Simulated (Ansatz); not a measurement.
**ZnSnN2 (Pna2_1): G0W0 under other settings**

Aim: change settings of a G0W0 run on ZnSnN2 (Pna2_1) and see what moves.

Main program and level: Ansatz 0.2.0; G0W0 on PBE, plane waves, PAW; PAW set soft_1.

## 1. Set-up

It takes space group Pna2_1 (No. 33, orthorhombic). The conventional cell has a = 5.854 Å, b = 6.737 Å, c = 5.481 Å, α = 90.00°, β = 90.00°, γ = 90.00°. Zn has 4 N at 2.05 to 2.07 Å nearest. Sn has 4 N at 2.06 to 2.08 Å nearest. Nearest to N lie 2 Zn at 2.05 to 2.07 Å and 2 Sn at 2.07 to 2.08 Å. Nearest to N lie 2 Zn at 2.05 Å and 2 Sn at 2.06 to 2.07 Å. Farther neighbours and most contacts between anions are not listed.

As a file:

```xyz
16
Lattice="5.8543 0.0000 0.0000 0.0000 6.7375 0.0000 0.0000 0.0000 5.4806" Properties=species:S:1:pos:R:3 pbc="T T T"
Zn    3.4134    5.8949    5.4741
Zn    2.4409    0.8426    2.7338
Zn    5.3680    2.5262    2.7338
Zn    0.4863    4.2113    5.4741
Sn    3.4447    2.5270    5.4766
Sn    2.4096    4.2105    2.7363
Sn    5.3368    5.8957    2.7363
Sn    0.5175    0.8418    5.4766
N     3.4095    2.5223    2.0736
N     2.4448    4.2152    4.8139
N     5.3719    5.8910    4.8139
N     0.4824    0.8464    2.0736
N     3.3938    5.9006    2.0473
N     2.4605    0.8369    4.7876
N     5.3876    2.5318    4.7876
N     0.4667    4.2056    2.0473
```

The cell and positions are those that the Materials Project relaxed with its own functionals (PBE, PBE+U or r2SCAN), kept fixed.

## 2. The base run: 2×2×2 mesh, 490 empty bands, screening to 100 eV, PAW set soft_1 files

Now the one-shot GW correction: screening in the RPA, then the self-energy of the levels asked for. This step takes PAW set soft_1 files.

Contents of input.yaml:

```yaml
crystal:
  lattice:
    - [5.8542731, 0.0, 0.0]
    - [0.0, 6.7374542, 0.0]
    - [0.0, 0.0, 5.48058331]
  atoms:
    - { symbol: Zn, position: [0.58306262, 0.87494525, 0.99881237] }
    - { symbol: Zn, position: [0.41693738, 0.12505475, 0.49881237] }
    - { symbol: Zn, position: [0.91693738, 0.37494525, 0.49881237] }
    - { symbol: Zn, position: [0.08306262, 0.62505475, 0.99881237] }
    - { symbol: Sn, position: [0.58840042, 0.37506264, 0.9992746] }
    - { symbol: Sn, position: [0.41159958, 0.62493736, 0.4992746] }
    - { symbol: Sn, position: [0.91159958, 0.87506264, 0.4992746] }
    - { symbol: Sn, position: [0.08840042, 0.12493736, 0.9992746] }
    - { symbol: "N", position: [0.58239595, 0.37436694, 0.37835473] }
    - { symbol: "N", position: [0.41760405, 0.62563306, 0.87835473] }
    - { symbol: "N", position: [0.91760405, 0.87436694, 0.87835473] }
    - { symbol: "N", position: [0.08239595, 0.12563306, 0.37835473] }
    - { symbol: "N", position: [0.57971582, 0.87578583, 0.37355931] }
    - { symbol: "N", position: [0.42028418, 0.12421417, 0.87355931] }
    - { symbol: "N", position: [0.92028418, 0.37578583, 0.87355931] }
    - { symbol: "N", position: [0.07971582, 0.62421417, 0.37355931] }
kpoints:
  mp_grid: { grid: [2, 2, 2] }
hamiltonian:
  xc: pbe
  pseudopotentials: { kind: paw, azcp: { folder: soft_1 } }
scf:
  occupations: { method: fixed }
gw:
  n_empty_bands: 490
  ecut_chi: 100
  qp_bands: [v4, c4]
  qp_kpoints: band_edges
  screening: { model: contour_deformation }
```

Run with:

```
ansatz run input.yaml --threads 2 --pin off --max-ram 92160MiB --backend cuda --events-out ev --progress --plain --runs-dir out --devices 1 --max-vram 13GiB
```

Numbers of over 12 decimals in the logs are rounded to 6 here.

The program printed:

```text
GPUs: using 1 of 1 available (devices: 1).
Engine: ansatz 0.2.0, x86_64-unknown-linux-gnu
Pseudopotentials: kind: paw
Pseudopotential: Zn, paw, valence charge 12, recommended cutoff 420 eV (normal), soft_1/Zn.paw.azcp
Pseudopotential: Sn, paw, valence charge 14, recommended cutoff 420 eV (normal), soft_1/Sn.paw.azcp
Pseudopotential: N, paw, valence charge 5, recommended cutoff 420 eV (normal), soft_1/N.paw.azcp
Functional definition: PBE
  parameter kappa = 0.804
  parameter beta = 0.066725
  exchange = pbe_x(kappa = kappa, mu = beta*pi^2/3)
  correlation = pbe_c(beta = beta)
device memory: the entry about to start is reckoned to put 3.0 GiB on a device that reports 53.3 GiB free (of which the cap on the GPU budget leaves the run 13.0 GiB)
GPU FFT provider: cuFFT
GPU libraries: cuBLAS 13.8.2, cuFFT 12.4.0, cuSOLVER 12.3.4
Crystal: 16 atoms, lattice volume = 216.170 Å³
Basis set: ecut = 420 eV, 4231 PW (Γ)
Bands: 88, of which v1, the nominal top of the filled ones, is band 72 counted from 1 (71 counted from 0)
Symmetry: 4 space group operations
Space group: Pna21 (ITA 33), of the structure as read, at distance tolerance 6.0e-5 Å
k-points: 8
Non-local potential: Zn, projectors of the file, l = 0: 2, l = 1: 2, l = 2: 3, l = 3: 1
Non-local potential: Sn, projectors of the file, l = 0: 2, l = 1: 2, l = 2: 2, l = 3: 1
Non-local potential: N, projectors of the file, l = 0: 2, l = 1: 2, l = 2: 1
PAW form: soft (Blöchl's): semilocal exchange-correlation on the pseudo side does not see the compensation charge
PAW one-centre angular grid: Zn, 590 points (default); XC on 64 Gauss nodes
PAW one-centre angular grid: Sn, 590 points (default); XC on 64 Gauss nodes
PAW one-centre angular grid: N, 110 points (default); XC on 64 Gauss nodes
Initial density: superposition of atomic densities (chi_scale 0.1, normalization cell, long waves kept (reshape's long-wave potential 0.01 eV rms))
Initial wavefunctions: pseudopotential atomic-orbital guess
GPU buffer pool allocated for 76800 grid points (all kernels)
GPU transforms: local potential and band sums: pruned to the plane-wave sphere, on 40×45×40
Functional: x = pbe(κ = 0.804, μ = 0.219515), c = pbe(β = 0.066725)
SCF iter   1: F=—  HF=-40449.230770 eV  |F-HF|=—  |Δ(HF+E_count)|=         —  Δρ=8.78e-2  dr2=1.99e1  ethr=3.10e-3  ⟨swp⟩=4.5  Hψ=2674  notcnv=0  defer=102
preconditioner: auto → Resta (q_TF=auto, 2.550 Å⁻¹)  ε∞=4.8  [insulator: Δε(μ)=1.084 eV  Ē_g=15.534 eV  n_scr=64 (ndim 8)  ℏωp=30.3 eV  f_vac=0.000  ε∞_Penn≈4.8]
SCF iter   2: F=—  HF=-40444.286905 eV  |F-HF|=—  |Δ(HF+E_count)|=    4.94e0  Δρ=3.27e-2  dr2=1.54e0  ethr=3.10e-3  ⟨swp⟩=3.0  Hψ=1357  notcnv=0  defer=108
[...]
NSCF: frozen V_eff on 8 k-points
G₀W₀ screening: q 1/8
[... further progress lines ...]
SCF converged after 11 iterations
Free energy (F): -40444.011378 eV
Harris-Foulkes:  -40444.011378 eV  (|F-HF|=1.50e-8)
Internal energy: -40444.011378 eV  (E = F + TS)
E sigma→0 (E₀):  -40444.011378 eV
Fermi energy:    9.822222 eV
--- Per-component energies (eV) ---
  E_band       = -0.301119
  E_kinetic    = 2284.990651
  E_local      = -12747.386280  (includes V_loc(G=0)·N_el)
  E_nonlocal   = 4152.567341
  E_hartree    = 5293.082478
  E_xc         = -1287.051217
  E_vxc        = -1121.395819  (∫ρ·V_xc dr)
  E_paw        = -26106.338726  (= ΣΔE_a)
  E_vpaw       = -3155.243435  (= ΣTr[D̂ρ^β])
  E_aug_tail   = 0.007052  (compensation charges beyond the density's cutoff)
  E_ewald      = -12033.882677
  E_smearing   = -0.000000  (= −TS)
  E_closure    = 0.000000  (closes the sum)
  Σ components = -40444.011378   (vs F -40444.011378, Δ=0.00e0)
--- Band table (eV; the first three rows and the last of 8) ---
  k-point 0: bands = [... 68 lower, 9.0420, 9.7442, 9.7837, 9.8222, 10.0184, 12.6149, 13.5027, 14.1126, ... 12 higher]
  k-point 1: bands = [... 68 lower, 9.3442, 9.3442, 9.3767, 9.3767, 12.3662, 12.3662, 13.2092, 13.2092, ... 12 higher]
  k-point 2: bands = [... 68 lower, 9.2434, 9.2434, 9.4091, 9.4091, 12.1356, 12.1356, 14.4273, 14.4273, ... 12 higher]
  k-point 7: bands = [... 68 lower, 8.4765, 8.4765, 8.6666, 8.6666, 13.4884, 13.4884, 13.5177, 13.5177, ... 12 higher]
--- G₀W₀: contour deformation, 8 samples at zero and on the imaginary axis and 1 off it, 8 q-points, 490 empty bands' worth ---
  eigenvalues of the whole cell's RPA ε∞ on this k-mesh (on a slab, of 1 + 4πα/V) = 547.6197, 739.6350, 1176.3965; static W/v taken at q = 0 is 0.001285
  bands read: the sum over 562 bands ends inside a degenerate multiplet in 1 slot, whose members it reads at an even weight; the widest, k=5: bands 561 to 564 (counted from 1) at 2/4 each
  gw.qp_kpoints: band_edges: 8 of 8 stored k-points solved, in 1 pass; an edge of the gap read off the rows below is read off those points alone
    ik  band        ε_KS         Σx   Σc(E_QP)       V_xc       Z   E_QP_lin       E_QP  E_QP is
     0    69      9.0420   -25.6174     4.2682   -20.9907  0.7092     8.6790     8.6835  root
     0    70      9.7442   -25.3072     3.7072   -21.4166  0.7140     9.5593     9.5608  root
     0    71      9.7837   -25.8560     3.8051   -21.8521  0.7141     9.5835     9.5850  root
     0    72      9.8222   -25.7375     3.7390   -21.8120  0.7145     9.6341     9.6357  root
     0    73     10.0184   -11.4887    -3.5309   -15.3160  0.7473    10.3169    10.3148  root
     0    74     12.6149   -10.6754    -4.4501   -15.5838  0.7490    13.0805    13.0733  root
     0    75     13.5027   -11.4241    -4.6264   -16.6426  0.7322    14.1080    14.0947  root
     0    76     14.1126    -9.5136    -4.4720   -14.2288  0.7535    14.3576    14.3558  root
[...]
7    73     13.4884   -11.2254    -4.4849   -16.2111  0.7346    13.9984    13.9891  root
     7    74     13.4884   -11.2254    -4.4849   -16.2111  0.7346    13.9984    13.9891  root
     7    75     13.5177   -11.0193    -4.4453   -15.9415  0.7348    14.0027    13.9946  root
     7    76     13.5177   -11.0193    -4.4453   -15.9415  0.7348    14.0027    13.9946  root
```

It took 26 s on 1 × NVIDIA H100 80GB HBM3 (shared by 6 runs) with 2 threads of AMD EPYC 7R13 (Zen 3), shared host; peak memory 1.9 GiB.

This step gave:

| Property | Result |
| --- | --- |
| bands summed | 562 |
| RPA ε∞ on this mesh (eigenvalues) | 547.6, 739.6, 1176 |
| plane waves in the screening matrix | 495 |
| q-points in the mesh | 8 |
| G0W0 gap on the mesh | 0.6791 eV |
| k of the valence top | 0, 0, 0 |
| k of the conduction bottom | 0, 0, 0 |
| starting gap on the mesh | 0.1962 eV |
| Z at the valence top | 0.7145 |
| Z at the conduction bottom | 0.7473 |
| least direct G0W0 gap on the computed points | 0.6791 eV |

The gap on the mesh goes from 0.20 eV to 0.68 eV, a correction of +0.48 eV. Between the two edge states, bare exchange in place of the xc potential would open the gap by 7.75 eV, and correlation takes back 7.27 eV.

## 3. Variant: all filled levels at the zone centre

input.yaml: that of step 2 with these lines changed.

```diff
@@ -32,4 +32,4 @@
   ecut_chi: 100
-  qp_bands: [v4, c4]
-  qp_kpoints: band_edges
+  qp_bands: [lowest, c2]
+  qp_kpoints: [[0, 0, 0]]
   screening: { model: contour_deformation }
```

The program printed:

```text
GPUs: using 1 of 1 available (devices: 1).
[...]
GPU FFT provider: cuFFT
GPU libraries: cuBLAS 13.8.2, cuFFT 12.4.0, cuSOLVER 12.3.4
Crystal: 16 atoms, lattice volume = 216.170 Å³
Basis set: ecut = 420 eV, 4231 PW (Γ)
Bands: 88, of which v1, the nominal top of the filled ones, is band 72 counted from 1 (71 counted from 0)
[... 1 set-up line as in the run before ...]
[...]
k-points: 8
[...]
GPU buffer pool allocated for 76800 grid points (all kernels)
[...]
SCF iter   1: F=—  HF=-40449.230770 eV  |F-HF|=—  |Δ(HF+E_count)|=         —  Δρ=8.78e-2  dr2=1.99e1  ethr=3.10e-3  ⟨swp⟩=4.5  Hψ=2674  notcnv=0  defer=102
[...]
SCF iter  11: F=-40444.011378 eV  HF=-40444.011378 eV  |F-HF|=1.50e-8  |Δ(HF+E_count)|=   3.57e-7  Δρ=3.38e-6  dr2=1.88e-8  ethr=6.94e-11  ⟨swp⟩=12.2  Hψ=2995  notcnv=0
SCF 1 converged in 11 iterations: F = -40444.011378 eV  dr2 = 1.88e-8
[...]
NSCF: frozen V_eff on 8 k-points
[...]
G₀W₀ screening: q 1/8
[... further progress lines ...]
SCF converged after 11 iterations
Free energy (F): -40444.011378 eV
[...]
Internal energy: -40444.011378 eV  (E = F + TS)
E sigma→0 (E₀):  -40444.011378 eV
Fermi energy:    9.822222 eV
[...]
--- Band table (eV; the first three rows and the last of 8) ---
  k-point 0: bands = [... 68 lower, 9.0420, 9.7442, 9.7837, 9.8222, 10.0184, 12.6149, 13.5027, 14.1126, ... 12 higher]
  k-point 1: bands = [... 68 lower, 9.3442, 9.3442, 9.3767, 9.3767, 12.3662, 12.3662, 13.2092, 13.2092, ... 12 higher]
[...]
0     5    -11.1891   -44.6959     6.7904   -34.9048  0.7102   -13.4089   -14.1898  root ?
     0     6    -11.1175   -44.9383     6.6952   -35.1981  0.7087   -13.3702   -14.1625  root ?
     0     7    -11.1088   -44.9357     6.6982   -35.1972  0.7083   -13.3574   -14.1489  root ?
     0     8    -11.0092   -45.2925     6.5752   -35.6325  0.7147   -13.3267   -14.0939  root ?
[...]
0    21     -5.8320   -26.0894     9.0887   -16.6401  0.6046    -6.1989    -6.1926  root
     0    22     -4.3424   -27.5162     8.6808   -18.3920  0.6337    -4.7933    -4.7858  root
     0    23     -4.3198   -27.6252     8.6864   -18.4917  0.6384    -4.7773    -4.7669  root
     0    24     -3.6063   -28.4313     8.6596   -19.3293  0.6458    -4.0569    -4.0487  root
     0    25     -3.5215   -28.4771     8.6405   -19.3907  0.6501    -3.9763    -3.9674  root
     0    26     -3.2882   -28.7714     8.6043   -19.7206  0.6562    -3.7427    -3.7346  root
     0    27     -3.1997   -29.0430     8.6435   -19.9794  0.6583    -3.6257    -3.6198  root
     0    28     -3.1717   -29.0150     8.6322   -19.9645  0.6592    -3.5957    -3.5899  root
[...]
0    48      4.7184   -48.8752     9.5318   -37.7839  0.6700     2.9956     3.1590  root ?
     0    49      4.7315   -45.2020     8.8620   -34.9375  0.6692     3.2168     3.3289  root ?
     0    50      4.7709   -50.8605     9.9149   -39.3223  0.6707     2.9547     3.1477  root ?
     0    51      4.7944   -47.6259     9.3076   -36.8272  0.6671     3.1673     3.3032  root ?
[...]
0    71      9.7837   -25.8560     3.8051   -21.8521  0.7141     9.5835     9.5850  root
     0    72      9.8222   -25.7375     3.7390   -21.8120  0.7145     9.6341     9.6357  root
     0    73     10.0184   -11.4887    -3.5309   -15.3160  0.7473    10.3169    10.3148  root
     0    74     12.6149   -10.6754    -4.4501   -15.5838  0.7490    13.0805    13.0733  root
```

Run time: 15 s. Hardware: 1 × NVIDIA H100 80GB HBM3 (shared by 6 runs) with 2 threads; peak memory 1.7 GiB.

Absolute levels on the run's own zero. QP, by row, the first 40 of 74 rows:

```csv
k index,band,KS (eV),Sigma_x (eV),Sigma_c (eV),Vxc (eV),Z,QP linearised (eV),QP (eV),source,doubts
0,1,-11.22,-44.6,6.818,-34.8,0.7042,-13.41,-14.2,root,"energies_apart,sigma_c_rises"
0,2,-11.22,-44.64,6.796,-34.85,0.7055,-13.42,-14.21,root,"energies_apart,sigma_c_rises"
0,3,-11.21,-44.65,6.79,-34.86,0.714,-13.44,-14.21,root,"energies_apart,sigma_c_rises"
0,4,-11.2,-44.64,6.8,-34.84,0.7131,-13.42,-14.2,root,"energies_apart,sigma_c_rises"
0,5,-11.19,-44.7,6.79,-34.9,0.7102,-13.41,-14.19,root,"energies_apart,sigma_c_rises"
0,6,-11.12,-44.94,6.695,-35.2,0.7087,-13.37,-14.16,root,energies_apart
0,7,-11.11,-44.94,6.698,-35.2,0.7083,-13.36,-14.15,root,energies_apart
0,8,-11.01,-45.29,6.575,-35.63,0.7147,-13.33,-14.09,root,energies_apart
0,9,-11.01,-45.33,6.585,-35.65,0.7257,-13.37,-14.11,root,energies_apart
0,10,-11.01,-45.35,6.592,-35.65,0.7252,-13.37,-14.11,root,"energies_apart,sigma_c_rises"
0,11,-11.01,-45.37,6.589,-35.68,0.7239,-13.36,-14.11,root,energies_apart
0,12,-10.99,-45.41,6.593,-35.72,0.7237,-13.34,-14.09,root,energies_apart
0,13,-10.95,-45.36,6.539,-35.74,0.7182,-13.28,-14.04,root,energies_apart
0,14,-10.94,-45.33,6.533,-35.72,0.7158,-13.26,-14.02,root,energies_apart
0,15,-10.93,-45.41,6.532,-35.8,0.7168,-13.25,-14.01,root,energies_apart
0,16,-10.91,-45.43,6.525,-35.82,0.7162,-13.24,-13.99,root,energies_apart
0,17,-10.91,-45.45,6.524,-35.84,0.7162,-13.24,-13.99,root,energies_apart
0,18,-10.88,-45.52,6.514,-35.92,0.7164,-13.21,-13.97,root,energies_apart
0,19,-10.88,-45.53,6.513,-35.94,0.7171,-13.21,-13.97,root,energies_apart
0,20,-10.87,-45.55,6.506,-35.95,0.717,-13.2,-13.96,root,energies_apart
0,21,-5.832,-26.09,9.089,-16.64,0.6046,-6.199,-6.193,root,
0,22,-4.342,-27.52,8.681,-18.39,0.6337,-4.793,-4.786,root,
0,23,-4.32,-27.63,8.686,-18.49,0.6384,-4.777,-4.767,root,
0,24,-3.606,-28.43,8.66,-19.33,0.6458,-4.057,-4.049,root,
0,25,-3.522,-28.48,8.64,-19.39,0.6501,-3.976,-3.967,root,
0,26,-3.288,-28.77,8.604,-19.72,0.6562,-3.743,-3.735,root,
0,27,-3.2,-29.04,8.643,-19.98,0.6583,-3.626,-3.62,root,
0,28,-3.172,-29.02,8.632,-19.96,0.6592,-3.596,-3.59,root,
0,29,2.388,-21.75,4.927,-16.37,0.6956,1.922,1.931,root,
0,30,2.785,-21.21,5.073,-15.68,0.6974,2.314,2.322,root,
0,31,3.203,-29.2,6.301,-22.14,0.6788,2.42,2.444,root,
0,32,3.869,-35.06,7.508,-26.49,0.6624,2.761,2.809,root,
0,33,4.11,-39.25,8.117,-29.91,0.6634,2.818,2.888,root,
0,34,4.11,-39.25,8.117,-29.91,0.6634,2.818,2.888,root,
0,35,4.127,-31.64,6.619,-24.16,0.6751,3.243,3.266,root,
0,36,4.176,-45.64,9.291,-34.93,0.6601,2.638,2.758,root,energies_apart
0,37,4.206,-43.98,8.93,-33.67,0.6643,2.718,2.832,root,energies_apart
0,38,4.228,-46.51,9.416,-35.66,0.6604,2.663,2.791,root,energies_apart
0,39,4.292,-47.13,9.504,-36.17,0.6573,2.713,2.839,root,energies_apart
0,40,4.316,-45.01,9.056,-34.57,0.6613,2.82,2.931,root,energies_apart
```

Against the base:

```
     setting        base       variant
levels asked    v4 to c4  lowest to c2
points asked  band edges   [[0, 0, 0]]
```

## 4. Outcome

* base: 0.68 eV, 26 s
* all filled levels at the zone centre: direct gap at the listed points 0.68 eV, 15 s

**Reading.** All filled levels at the zone centre: only the listed points were computed; the least direct gap there is 0.68 eV, with levels asked and points asked changed against the base. All runs here use a coarse mesh and modest cutoffs; they test settings and are not final values. The 2×2×2 mesh is coarse for this cell (its supercell is 11 Å along the shortest edge). The RPA ε∞ on it, from the PBE start, is 547.62, 739.64 and 1176.40; such meshes misread the long-range screening, most where the gap is narrow. On this mesh the RPA ε∞ passes 90, more than nearly any semiconductor shows; a coarse mesh does this where one point with a narrow direct gap carries much weight. The screening is then too strong, and the G0W0 gap should not be taken as the material's. A d shell, filled or nearly so, lies near the gap. One-shot GW converges very slowly in bands there, not always from below, and on a semilocal start the gap tends to come out low; starts rich in exact exchange can overshoot instead. The many-body steps are scalar-relativistic: spin-orbit coupling is not in them.

[Paths, hosts, dates, memory and timing lines, banners, echoed tables and standing remarks are left out of the program output.]

[Logs are printed without paths, hosts, clocks, repeated set-up lines and the standing remarks that a program may print on its own settings, such as how far it seeks lower states.]

[Runs of the session that timed out or met a known fault of the program may be left out.]

[Cells called generated may have been cut or substituted from an entry of the Crystallography Open Database or the Materials Project.]

[Hosts, paths, dates, database ids (printed as entryN), source tags and the programs' standing remarks are cut or masked in the printed files.]
